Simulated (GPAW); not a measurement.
Entries from a set of simulations; values are calculated unless marked as measured.

**How the form of the self-energy moves the gap of CsH (Pm-3m)**

It takes space group Pm-3m (No. 221, cubic). Conventional cell: a = 3.818 Å, b = 3.818 Å, c = 3.818 Å, α = 90.00°, β = 90.00°, γ = 90.00°. Nearest to Cs lie 8 H at 3.31 Å. Nearest to H lie 8 Cs at 3.31 Å. Farther neighbours are not listed.

- method: DFT, LDA, plane waves, PAW (and 1 further level or step)
- program: GPAW 26.7.0
- settings of one run: cutoff 600 eV, GPAW PAW setups 1.2.1 data release, 4×4×4 k-mesh, nbands 186
- cost: 3 runs, 10 min in all on 4 MPI ranks of Intel Xeon Platinum 8259CL at 2.50GHz (Skylake/Cascade Lake), shared host (the runs of this entry)
- notes: The cell and positions are those that the Materials Project relaxed with its own functionals (PBE, PBE+U or r2SCAN), kept fixed. Limits: no spin-orbit coupling. Bands and cutoff are finite, so the gap is not at the basis limit. The miss can reach some tenths of an eV and take either sign; the mesh is an error of its own. The 4×4×4 mesh is coarse for this cell, which bears on the long-range parts of exchange and screening.
- G0W0, Godby-Needs plasmon pole: 4.492 eV
- G0W0 with rALDA vertex: 4.366 eV
- known limits: not at the basis limit; no spin-orbit coupling; coarse k mesh

G0W0 with rALDA vertex: −0.127 eV against G0W0, Godby-Needs plasmon pole, at other bands or cutoff, so not like for like. With the rALDA kernel as a vertex the gap is 4.35 eV (in the polarisability), 4.55 eV (in the self-energy) and 4.39 eV (in both), against 4.49 eV without.

[Runs of the session that timed out or met a known fault of the program may be left out.]

[Hosts, paths, dates, database ids (printed as entryN), source tags and the programs' standing remarks are cut or masked in the printed files.]
